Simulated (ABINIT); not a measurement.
An input for ABINIT 10.8.3 (KBr (Fm-3m)):

```
acell 3*1.0 Angstrom
rprim 
  0.000000000000 3.300000000000 3.300000000000
  3.300000000000 0.000000000000 3.300000000000
  3.300000000000 3.300000000000 0.000000000000
ntypat 2
znucl 19 35
natom 2
typat 1 2
xred 
  0.000000000000 0.000000000000 0.000000000000
  0.500000000000 0.500000000000 0.500000000000
pp_dirpath "pseudos"
pseudos "K.upf, Br.upf"
ecut 32
ngkpt 4 4 4
nshiftk 1
shiftk 0 0 0
kptopt 1
chksymbreak 0
istwfk *1
occopt 1
irdwfk 1
optdriver 4
nband 95
gwcalctyp 10
ecutsigx 32
symsigma 1
nkptgw 8
kptgw 
  0.0000000000 0.0000000000 0.0000000000
  0.2500000000 0.0000000000 0.0000000000
  0.5000000000 0.0000000000 0.0000000000
  0.2500000000 0.2500000000 0.0000000000
  0.5000000000 0.2500000000 0.0000000000
  -0.2500000000 0.2500000000 0.0000000000
  0.5000000000 0.5000000000 0.0000000000
  -0.2500000000 0.5000000000 0.2500000000
bdgw 
  1 15
  1 15
  1 15
  1 15
  1 15
  1 15
  1 15
  1 15
ecuteps 4.8
irdscr 1
ppmodel 1
irdqps 1
indata_prefix "in"
outdata_prefix "out"
tmpdata_prefix "tmp"
```

```sh
OMP_NUM_THREADS=1 mpirun -n 4 abinit run.abi > log
```

Question: Estimate wall time and host memory on 4 MPI ranks of Arm Neoverse V1, shared host.

It took 3.2 min; on shared hardware allow 95 s to 6.3 min. Peak host memory was 1.5 GiB.

[Paths, hosts, dates, memory and timing lines, banners, echoed tables and standing remarks are left out of the program output.]

[Logs are printed without paths, hosts, clocks, repeated set-up lines and the standing remarks that a program may print on its own settings, such as how far it seeks lower states.]

[Runs of the session that timed out or met a known fault of the program may be left out.]

[Hosts, paths, dates, database ids (printed as entryN), source tags and the programs' standing remarks are cut or masked in the printed files.]

[G0W0 gaps are taken among the corrected bands and points alone; a level outside them can change the order at an edge.]

[Where Ansatz stands beside ABINIT at settings called matched, ABINIT's density can come from a denser mesh and the files from another edition; pairs whose starting gaps differed by over 0.03 eV were left out, so agreement reads better than it is.]
